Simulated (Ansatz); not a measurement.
# Cs2NaBH6: complex band structure, part 2 of 4

Aim: relax a made-up compound, Cs2NaBH6, and see how good a tunnel barrier it would be. It is built by putting B for Al in the Cs2NaAlH6 structure of space group Fm-3m, with the volume rescaled by atomic radii. The parent structure comes from the Materials Project.

Ansatz 0.2.0; PBE DFT, plane waves, PAW files (the session's first sound run).

So far. Step 2 (Relaxing the new crystal): The largest force component on a free atom ends at 0.0054 eV/Å.

The structure was built from a prototype and need not be the compound's stable phase.

## Step 3: The bulk crystal and its band edges

The energy window and the wavevectors of the next steps follow from the band edges, so these are searched first, off the mesh as well.

input.yaml reads:

```yaml
crystal:
  lattice:
    - [0.0, 4.0964559416, 4.0964559416]
    - [4.0964559416, 0.0, 4.0964559416]
    - [4.0964559416, 4.0964559416, 0.0]
  atoms:
    - { symbol: Cs, position: [0.25, 0.25, 0.25] }
    - { symbol: Cs, position: [0.75, 0.75, 0.75] }
    - { symbol: Na, position: [0.5, 0.5, 0.5] }
    - { symbol: B, position: [0.0, 0.0, 0.0] }
    - { symbol: H, position: [0.1778324889, 0.8221675111, 0.8221675111] }
    - { symbol: H, position: [0.1778324889, 0.8221675111, 0.1778324889] }
    - { symbol: H, position: [0.8221675111, 0.1778324889, 0.8221675111] }
    - { symbol: H, position: [0.8221675111, 0.8221675111, 0.1778324889] }
    - { symbol: H, position: [0.1778324889, 0.1778324889, 0.8221675111] }
    - { symbol: H, position: [0.8221675111, 0.1778324889, 0.1778324889] }
kpoints:
  mp_grid: { grid: [6, 6, 6] }
  band_path: { path: [VBM, CBM], npoints: 30 }
scf:
  occupations: { method: fixed }
hamiltonian:
  xc: pbe
output:
  eigenvalues: true
  write_potential: true
  write_density: true
  volumetric_format: npy
  elf: true
```

Launch:

```sh
> ansatz run input.yaml --threads 2 --pin off --max-ram 4096MiB --backend cpu --events-out ev --progress --plain --runs-dir out
```

Numbers of over 12 decimals in the logs are rounded to 6 here.

Log:

```text
[...]
Crystal: 10 atoms, lattice volume = 137.485 Å³
Basis set: ecut = 420 eV, 2733 PW (Γ)
Bands: 28, of which v1, the nominal top of the filled ones, is band 18 counted from 1 (17 counted from 0)
Symmetry: 48 space group operations
[...]
k-points: 16 of 216
[...]
SCF iter   1: F=—  HF=-13078.601038 eV  |F-HF|=—  |Δ(HF+E_count)|=         —  Δρ=4.58e-3  dr2=4.85e-2  ethr=1.77e-3  ⟨swp⟩=5.4  Hψ=1811  notcnv=0  defer=109
[...]
SCF iter   6: F=-13078.584458 eV  HF=-13078.584458 eV  |F-HF|=7.31e-8  |Δ(HF+E_count)|=   7.27e-7  Δρ=7.82e-6  dr2=8.75e-8  ethr=2.78e-10  ⟨swp⟩=10.1  Hψ=2511  notcnv=0
SCF 1 converged in 6 iterations: F = -13078.584458 eV  dr2 = 8.75e-8
[...]
NSCF: frozen V_eff on 16 k-points
[...]
SCF converged after 6 iterations
Free energy (F): -13078.584458 eV
[...]
Internal energy: -13078.584458 eV  (E = F + TS)
E sigma→0 (E₀):  -13078.584458 eV
Fermi energy:    5.616701 eV
[...]
--- Band table (eV; the first three rows and the last of 16) ---
  k-point 0: bands = [... 14 lower, 1.1088, 1.1088, 4.8933, 4.8933, 5.8636, 9.3578, 9.3578, 9.3578, ... 6 higher]
  k-point 1: bands = [... 14 lower, 1.2078, 1.2078, 4.9601, 4.9601, 6.2654, 8.9223, 9.5027, 9.5027, ... 6 higher]
  k-point 2: bands = [... 14 lower, 1.4199, 1.4199, 5.0614, 5.0614, 6.9687, 8.5693, 9.8924, 9.8924, ... 6 higher]
  k-point 15: bands = [... 14 lower, 1.7265, 1.8632, 4.4186, 5.4144, 8.5356, 8.8100, 9.3270, 9.5328, ... 6 higher]
```

Run time: 4.6 s. Hardware: 2 threads of Intel Xeon Platinum 8488C (Sapphire Rapids), shared host; peak memory 0.44 GiB; 8.6 s of CPU time.

This step gave:

```
free energy         : -13078.5845 eV
Fermi energy        : 5.617 eV
gap on the k-mesh   : 0.2469 eV
gap on path         : 0.2469 eV, by band count; negative where bands overlap
direct gap on path  : 0.9703 eV
edge places on path : 0, 0.7669 1/A along the path
```

Electronic bands along the path, in eV, zero at the Fermi level (highest filled level under fixed occupations); v1 is the highest filled band, c1 the lowest empty one:

```
  point     v4     v3     v2     v1    c1    c2    c3    c4
    VBM  -3.72  -3.72  -1.31   0.00  2.87  3.42  3.48  3.96
halfway  -4.10  -4.10  -0.84  -0.42  1.39  3.68  3.68  3.99
    CBM  -4.51  -4.51  -0.72  -0.72  0.25  3.74  3.74  3.74
```

Electrostatic potential energy in the ac plane of the conventional cell at fractional y = 0.000, with atoms of Na and B and H within 0.2 Å of it. With pseudopotentials it is smooth inside the atoms' cores, unlike the true potential.

Ten even steps from '_' (-50 eV) to '@' (9 eV), each cell a mean:
```
__==%%##==%%@@@@@@%%--__..**%%@@@@@@**++%%**..
++##@@@@@@@@@@@@@@%%##++**%%@@@@@@@@@@@@@@%%**
##@@@@@@@@@@@@@@@@@@@@%%%%@@@@@@@@@@@@@@@@@@%%
::%%@@@@@@@@@@@@@@@@@@@@@@@@@@@@@@@@@@@@@@@@++
==%%@@@@@@@@@@@@@@@@@@@@@@@@@@@@@@@@@@@@@@@@**
@@@@@@@@@@@@@@@@@@@@@@@@@@@@@@@@@@@@@@@@@@@@@@
@@@@@@@@@@@@@@@@@@@@%%==**@@@@@@@@@@@@@@@@@@@@
@@@@@@@@@@@@@@@@@@@@%%::++@@@@@@@@@@@@@@@@@@@@
%%@@@@@@@@@@@@@@@@@@@@##%%@@@@@@@@@@@@@@@@@@%%
++##%%@@@@@@@@@@@@@@##++**%%@@@@@@@@@@@@@@%%**
__--%%@@@@@@%%++##%%--__..**%%++**@@@@@@%%**..
__::##@@@@@@##..++##::____++##::==@@@@@@%%++__
::++%%@@@@@@@@%%%%%%++::--##@@%%%%@@@@@@@@##--
##%%@@@@@@@@@@@@@@@@%%##%%@@@@@@@@@@@@@@@@%%%%
@@@@@@@@@@@@@@@@@@@@%%++##@@@@@@@@@@@@@@@@@@@@
@@@@@@@@@@@@@@@@@@@@%%..++@@@@@@@@@@@@@@@@@@@@
@@@@@@@@@@@@@@@@@@@@@@##%%@@@@@@@@@@@@@@@@@@@@
##@@@@@@@@@@@@@@@@@@@@@@@@@@@@@@@@@@@@@@@@@@%%
::%%@@@@@@@@@@@@@@@@@@@@@@@@@@@@@@@@@@@@@@@@==
++%%@@@@@@@@@@@@@@@@@@@@@@@@@@@@@@@@@@@@@@@@##
##%%@@@@@@@@@@@@@@@@%%##%%%%@@@@@@@@@@@@@@@@%%
::**%%%%%%@@@@@@@@%%++::--##@@@@@@@@%%%%@@##==
__::##++::##@@@@@@##::____++%%@@@@@@==::##++__
```
Columns run along a (8.2 Å; values clipped at the 3rd and 97th percentile), rows up along c (8.2 Å), edges of the conventional cell, whose origin can differ from the input's. Atoms in or near the plane, at fractional coordinates: Na at (0.50, 0.00), Na at (0.00, 0.50), B at (0.00, 0.00), B at (0.50, 0.50), H at (0.82, 0.00), H at (0.32, 0.50), H at (0.50, 0.32), H at (0.00, 0.82), H at (0.00, 0.18), H at (0.50, 0.68), H at (0.18, 0.00), H at (0.68, 0.50).

ELF in the ac plane of the conventional cell at fractional y = 0.000, with atoms of Na and B and H within 0.2 Å of it. It is the smooth field of the valence electrons, not physical close to the nuclei.

Ten even steps from '_' (0.01) to '@' (1.00), each cell a mean:
```
..==##@@@@@@@@==__::++==++==__::##@@@@@@%%**..
**++++##%%%%##--____--++==::__..++%%@@%%**++**
@@##==::----::________..________..------::**%%
@@@@++..____________........____________--%%@@
@@@@**..__________--**%%##++..__________--@@@@
@@@@++..________..++@@@@@@%%::__________--%%@@
%%##--__________..**@@@@@@%%--__________..++##
::..____________..**@@@@@@%%--____________..::
__________::----::==##@@%%**::----::..________
==--____--##%%%%##++++****++**%%%%%%++..__::==
==++::__==@@@@@@@@##==..::**%%@@@@@@##..__==++
--++::__++@@@@@@@@%%--__..**@@@@@@@@%%....++==
++++..__==%%@@@@%%**==--==++##@@@@@@**..__--++
--..____::==****====**%%##++==****++--______::
____________......==%%@@@@##::......__________
++==..__________..**@@@@@@%%--____________--==
@@%%==__________..**@@@@@@%%--__________::##@@
@@@@**..__________==%%@@@@##::__________--%%@@
@@@@**..__________::==++==--____________--%%@@
@@%%==......______________________......::##@@
%%**====****==..____..::::______--++**++==++##
--==**%%@@@@%%==__..++++++--__..##@@@@@@##++==
__--%%@@@@@@@@++__--++--====__::%%@@@@@@@@**..
```
Columns run along a (8.2 Å), rows up along c (8.2 Å), edges of the conventional cell, whose origin can differ from the input's. Atoms in or near the plane, at fractional coordinates: Na at (0.50, 0.00), Na at (0.00, 0.50), B at (0.00, 0.00), B at (0.50, 0.50), H at (0.82, 0.00), H at (0.32, 0.50), H at (0.50, 0.32), H at (0.00, 0.82), H at (0.00, 0.18), H at (0.50, 0.68), H at (0.18, 0.00), H at (0.68, 0.50).

Valence density in the ac plane of the conventional cell at fractional y = 0.000, with atoms of Na and B and H within 0.2 Å of it. It is the smooth field of the valence electrons, not physical close to the nuclei.

Ten steps, logarithmic in the rise over the least value, from '0' (0 e/Å³) to '9' (17 e/Å³), each cell a mean:
```
23334210027984000134332
32222100003541000112223
32110000000100000000123
43100000000000000000024
42100000000000000000013
21000000001211000000011
00000000012431000000000
00000000013442000000000
10000000012332100000000
53000012222332221100014
97200123333233343100048
97200134433223344200159
75100123222332232100037
21000001112332111000002
00000000012432000000000
00000000013432000000000
10000000002321000000001
32000000001110000000012
42100000000000000000024
42100000000000000000123
32111000001220000011123
32222200015773000123223
23344310027995100244332
```
Columns run along a (8.2 Å), rows up along c (8.2 Å), edges of the conventional cell, whose origin can differ from the input's. Atoms in or near the plane, at fractional coordinates: Na at (0.50, 0.00), Na at (0.00, 0.50), B at (0.00, 0.00), B at (0.50, 0.50), H at (0.82, 0.00), H at (0.32, 0.50), H at (0.50, 0.32), H at (0.00, 0.82), H at (0.00, 0.18), H at (0.50, 0.68), H at (0.18, 0.00), H at (0.68, 0.50).

The searched edges give 0.247 eV, as on the mesh.

## Step 4: Complex bands, plane (001)

This step: PBE DFT, plane waves, PAW files; complex bands by layer matching along the plane's normal (Ansatz 0.2.0).

The same crystal is laid in a cell whose first two vectors span the (001) plane (indices of the standard conventional cell, whose axes can be ordered otherwise than in the bulk input). At fixed energy and wavevector in the plane the solver finds all kz, real and complex. A few wavevectors are listed, (0, 0) and (-0.5, -0.5) in units of the plane's reciprocal vectors; the slowest state needn't be among them.

input.yaml reads:

```yaml
crystal:
  lattice:
    - [5.79326355, 0.0, 0.0]
    - [0.0, 5.79326355, 0.0]
    - [2.896631775, 2.896631775, 4.096455942]
  atoms:
    - { symbol: Cs, position: [0.25, 0.75, 0.5] }
    - { symbol: Cs, position: [0.75, 0.25, 0.5] }
    - { symbol: Na, position: [0.5, 0.5, 0.0] }
    - { symbol: B, position: [0.0, 0.0, 0.0] }
    - { symbol: H, position: [0.8221675111, 0.1778324889, 0.0] }
    - { symbol: H, position: [0.1778324889, 0.1778324889, 0.0] }
    - { symbol: H, position: [0.8221675111, 0.8221675111, 0.0] }
    - { symbol: H, position: [0.1778324889, 0.1778324889, 0.6443350222] }
    - { symbol: H, position: [0.8221675111, 0.8221675111, 0.3556649778] }
    - { symbol: H, position: [0.1778324889, 0.8221675111, 0.0] }
kpoints:
  mp_grid: { grid: [6, 6, 6] }
scf:
  occupations: { method: fixed }
hamiltonian:
  xc: pbe
output:
  eigenvalues: true
  transmission:
    leads: [[0, 0]]
    kpoints: [[0.0, 0.0], [-0.5, -0.5]]
    e_range: [-1.0, 1.25]
    de: 0.05
```

Log:

```text
[...]
Crystal: 10 atoms, lattice volume = 137.485 Å³
Basis set: ecut = 420 eV, 2733 PW (Γ)
Bands: 28, of which v1, the nominal top of the filled ones, is band 18 counted from 1 (17 counted from 0)
Symmetry: 48 space group operations
[...]
k-points: 16 of 216
[...]
SCF iter   1: F=—  HF=-13078.601105 eV  |F-HF|=—  |Δ(HF+E_count)|=         —  Δρ=4.59e-3  dr2=4.86e-2  ethr=1.77e-3  ⟨swp⟩=5.4  Hψ=1809  notcnv=0  defer=105
[...]
SCF iter   6: F=-13078.584456 eV  HF=-13078.584456 eV  |F-HF|=7.44e-8  |Δ(HF+E_count)|=   7.99e-7  Δρ=7.76e-6  dr2=8.48e-8  ethr=2.78e-10  ⟨swp⟩=9.9  Hψ=2469  notcnv=0
SCF 1 converged in 6 iterations: F = -13078.584456 eV  dr2 = 8.48e-8
[...]
transmission: 6 of 12 steps passed
transmission: 12 of 12 steps passed
SCF converged after 6 iterations
Free energy (F): -13078.584456 eV
[...]
Internal energy: -13078.584456 eV  (E = F + TS)
E sigma→0 (E₀):  -13078.584456 eV
Fermi energy:    5.616697 eV
[...]
--- Band table (eV; the first three rows and the last of 16) ---
  k-point 0: bands = [... 14 lower, 1.1088, 1.1088, 4.8933, 4.8933, 5.8636, 9.3578, 9.3578, 9.3578, ... 6 higher]
  k-point 1: bands = [... 14 lower, 1.3138, 1.3138, 4.8875, 5.0377, 6.4106, 9.3105, 9.3105, 9.3314, ... 6 higher]
  k-point 2: bands = [... 14 lower, 1.7092, 1.7092, 4.5700, 5.3892, 7.7441, 9.3150, 9.3570, 9.3570, ... 6 higher]
  k-point 15: bands = [... 14 lower, 1.5379, 1.7709, 4.5832, 5.2721, 8.1774, 8.6834, 9.6013, 10.0987, ... 6 higher]
--- Transmission ---
  basis      : 293 plane waves across, 6 finite elements along
  points     : 2, as listed
  energies   : 46 from -1.000000 to 1.250000 eV about the Fermi level, 0.050000 eV apart; the leads are filled to 0.123459 eV, and channels, transmission and decay are at 0.100000 eV
  crystal 0  : H6Na1B1Cs2, at the sites [0, 0], period 4.0965 Å: whole cells are its period
    offset         : up to 0.0000 Å between an atom of the period and one for which it stands
    channels       : 0.000000e0 a spin
    conductance    : none, the energies end too early or step too widely for 300 K: set another output.transmission.e_range or a lower de, or, where they end at an eighth of basis.ecutwfc, a higher one
    slowest decay  : 0.1260 /Å at (0.0000, 0.0000)
```

Elapsed: 41 s, on 2 threads; peak memory 1 GiB.

Numbers from this step:

- level to which the leads are filled: 0.1235 eV from the Fermi level
- decay constant at the filling level, zone centre: 0.1260 Å⁻¹
- decay constant at the filling level, slowest listed point: 0.126 Å⁻¹

K parallel (0, 0); values up to 1.5 1/Å, a degenerate pair printed once or twice; energies at which all values exceed this have no row. The Im kz of the slowest decaying states by energy, zero at the highest filled level on the SCF mesh:

```
energy (eV)  decay 1 (Å⁻¹)  decay 2 (Å⁻¹)  decay 3 (Å⁻¹)  decay 4 (Å⁻¹)
     -1.000          0.310          0.337          0.338          0.476
     -0.850          0.231          0.246          0.319          0.470
     -0.700         0.0812          0.300          0.463          0.671
     -0.500          0.229          0.271          0.453          0.667
     -0.350          0.245          0.266          0.446          0.664
     -0.200          0.215          0.291          0.438          0.660
     -0.050          0.177          0.308          0.429          0.656
      0.000         0.0138          0.162          0.313          0.426
      0.100          0.126          0.147          0.321          0.420
      0.300          0.236          0.333          0.408          0.644
      0.450          0.274          0.339          0.397          0.638
      0.600          0.300          0.344          0.387          0.631
      0.750          0.319          0.347          0.376          0.624
      0.950          0.335          0.348          0.360          0.614
      1.100          0.343          0.347          0.348          0.606
      1.250          0.334          0.347          0.347          0.597
```

K parallel (0, 0). Table of Re kz of states that move upwards, channel 1 by energy, zero at the highest filled level on the SCF mesh:

```
energy (eV)  Re kz of states that move upwards, channel 1 (Å⁻¹)
     -1.000                                              -0.483
     -0.900                                              -0.421
     -0.800                                              -0.346
     -0.700                                               0.103
     -0.550                                               0.282
     -0.450                                               0.360
     -0.350                                               0.429
     -0.250                                               0.497
     -0.150                                               0.568
     -0.050                                               0.657
      0.000                                                   -
      0.050                                                   -
      0.200                                                   -
      0.300                                              0.0771
      0.400                                               0.132
      0.500                                               0.171
      0.600                                               0.203
      0.700                                               0.231
      0.800                                               0.257
      0.950                                               0.293
      1.050                                               0.315
      1.150                                               0.336
      1.250                                               0.356
```

K parallel (-0.5, -0.5); values up to 1.5 1/Å, a degenerate pair printed once or twice; energies at which all values exceed this have no row. Table of Im kz of the slowest decaying states by energy, zero at the highest filled level on the SCF mesh:

```
energy (eV)  decay 1 (Å⁻¹)  decay 2 (Å⁻¹)  decay 3 (Å⁻¹)  decay 4 (Å⁻¹)
     -1.000          0.167          0.630          0.632          0.738
     -0.900          0.191          0.622          0.632          0.746
     -0.800          0.200          0.615          0.631          0.754
     -0.750          0.200          0.611          0.631          0.758
     -0.650          0.195          0.604          0.629          0.769
     -0.550          0.180          0.596          0.628          0.783
     -0.450          0.154          0.589          0.626          0.812
     -0.350          0.107          0.581          0.623          0.824
     -0.300         0.0586          0.577          0.622          0.820
     -0.200          0.570          0.618          0.811          0.827
     -0.100          0.562          0.615          0.802          0.821
      0.000         0.0166          0.555          0.611          0.793
      0.100          0.148          0.547          0.606          0.783
      0.150          0.178          0.543          0.604          0.778
      0.250          0.221          0.536          0.599          0.768
      0.350          0.254          0.528          0.593          0.757
      0.450          0.280          0.520          0.587          0.746
      0.550          0.302          0.512          0.580          0.735
      0.600          0.312          0.508          0.576          0.729
      0.700          0.331          0.500          0.568          0.717
      0.800          0.347          0.491          0.559          0.704
      0.900          0.363          0.483          0.549          0.692
      1.000          0.378          0.474          0.537          0.678
      1.050          0.386          0.470          0.531          0.671
      1.150          0.402          0.461          0.516          0.657
      1.250          0.422          0.451          0.495          0.643
```

At the listed wavevectors the last open channel is at -0.05 eV and the next at +0.25 eV on the grid. At +0.10 eV, the grid energy nearest the filling level (the middle of the gap on the SCF mesh), the slowest state at the listed wavevectors decays with κ = 0.126 Å⁻¹, its amplitude falling by e over 7.9 Å. Through 1 nm of this crystal that state's transmission falls by exp(−2 × 0.126 Å⁻¹ × 10 Å) = 0.080.

[end of part 2 of 4]

[Logs are printed without paths, hosts, clocks, repeated set-up lines and the standing remarks that a program may print on its own settings, such as how far it seeks lower states.]

[Hosts, paths, dates, database ids (printed as entryN), source tags and the programs' standing remarks are cut or masked in the printed files.]
